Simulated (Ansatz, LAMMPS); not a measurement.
## Finding the fault: glassy 65P2O5-35BaO (mol %) (89 atoms)

Program: Ansatz 0.2.0. The cell: 22 P, 6 Ba and 61 O.

File input.yaml:

```yaml
crystal:
  lattice:
    - [11.10273, 0.0, 0.0]
    - [0.0, 11.10273, 0.0]
    - [0.0, 0.0, 11.10273]
  atoms:
    - { symbol: P, position: [0.33926, 0.46458, 0.25607] }
    - { symbol: P, position: [0.15334, 0.76818, 0.10785] }
    - { symbol: P, position: [0.01358, 0.92395, 0.92494] }
    - { symbol: P, position: [0.55561, 0.88807, 0.31706] }
    - { symbol: P, position: [0.76681, 0.12732, 0.65428] }
    - { symbol: P, position: [0.3946, 0.9895, 0.72318] }
    - { symbol: P, position: [0.76596, 0.4966, 0.12679] }
    - { symbol: P, position: [0.79782, 0.90949, 0.17939] }
    - { symbol: P, position: [0.62634, 0.89984, 0.59637] }
    - { symbol: P, position: [0.0229, 0.55031, 0.21731] }
    - { symbol: P, position: [0.2687, 0.89416, 0.33197] }
    - { symbol: P, position: [0.67884, 0.58229, 0.87581] }
    - { symbol: P, position: [0.00739, 0.46258, 0.84134] }
    - { symbol: P, position: [0.75427, 0.8453, 0.91623] }
    - { symbol: P, position: [0.39773, 0.0323, 0.00113] }
    - { symbol: P, position: [0.28727, 0.44137, 0.85172] }
    - { symbol: P, position: [0.14067, 0.89602, 0.68223] }
    - { symbol: P, position: [0.57642, 0.60002, 0.31185] }
    [... 65 atom lines left out ...]
    - { symbol: O, position: [0.89192, 0.86146, 0.88795] }
    - { symbol: O, position: [0.38042, 0.11176, 0.66395] }
    - { symbol: O, position: [0.31184, 0.43621, 0.71963] }
    - { symbol: O, position: [0.25478, 0.80718, 0.43422] }
    - { symbol: O, position: [0.56956, 0.03908, 0.31231] }
    - { symbol: O, position: [0.41033, 0.90152, 0.31171] }
kpoints:
  mp_grid: { grid: [1, 1, 1] }
hamiltonian:
  xc: gga
scf:
  occupations: { method: fermi_dirac, width: 0.05 }
  max_iter: 100
output:
  forces: true
```

The run is started by

```sh
$ ansatz run input.yaml --threads 4 --pin off --max-ram 8192MiB --backend cpu --events-out ev --progress --plain --runs-dir out
```

Log:

```text
Error: YAML parse error: error: line 99 column 7: hamiltonian.xc: unknown variant `gga`, expected one of `lda`, `lda-pw`, `pw92`, `pbe`, `pbesol`, `rpbe`, `revpbe`, `blyp`, `pbe0`, `revpbe0`, `b3lyp`, `b3lyp5`, `hse06`, `wpbeh`, `hiss`, `lc_wpbe`, `cam_b3lyp`, `hf`, `r2scan`, `r2scanh`, `r2scan0`, `r2scan50`, `mr2scan`
   --> <input>:99:7
    |
 97 |   mp_grid: { grid: [1, 1, 1] }
 98 | hamiltonian:
 99 |   xc: gga
    |       ^ hamiltonian.xc: unknown variant `gga`, expected one of `lda`, `lda-pw`, `pw92`, `pbe`, `pbesol`, `rpbe`, `revpbe`, `blyp`, `pbe0`, `revpbe0`, `b3lyp`, `b3lyp5`, `hse06`, `wpbeh`, `hiss`, `lc_wpbe`, `cam_b3lyp`, `hf`, `r2scan`, `r2scanh`, `r2scan0`, `r2scan50`, `mr2scan`
100 | scf:
101 |   occupations: { method: fermi_dirac, width: 0.05 }
    |
```

The job ended after 0.02 s (4 threads of Arm Neoverse V2, shared host; peak memory 0.022 GiB; 0.02 s of CPU time).

**Question.** What is wrong with this input, and how is it mended?

An unknown functional: hamiltonian.xc = "gga".

The fix is to type the functional by a name that the program lists.

The program refused it before any cycle.

[Logs are printed without paths, hosts, clocks, repeated set-up lines and the standing remarks that a program may print on its own settings, such as how far it seeks lower states.]

[Hosts, paths, dates, database ids (printed as entryN), source tags and the programs' standing remarks are cut or masked in the printed files.]
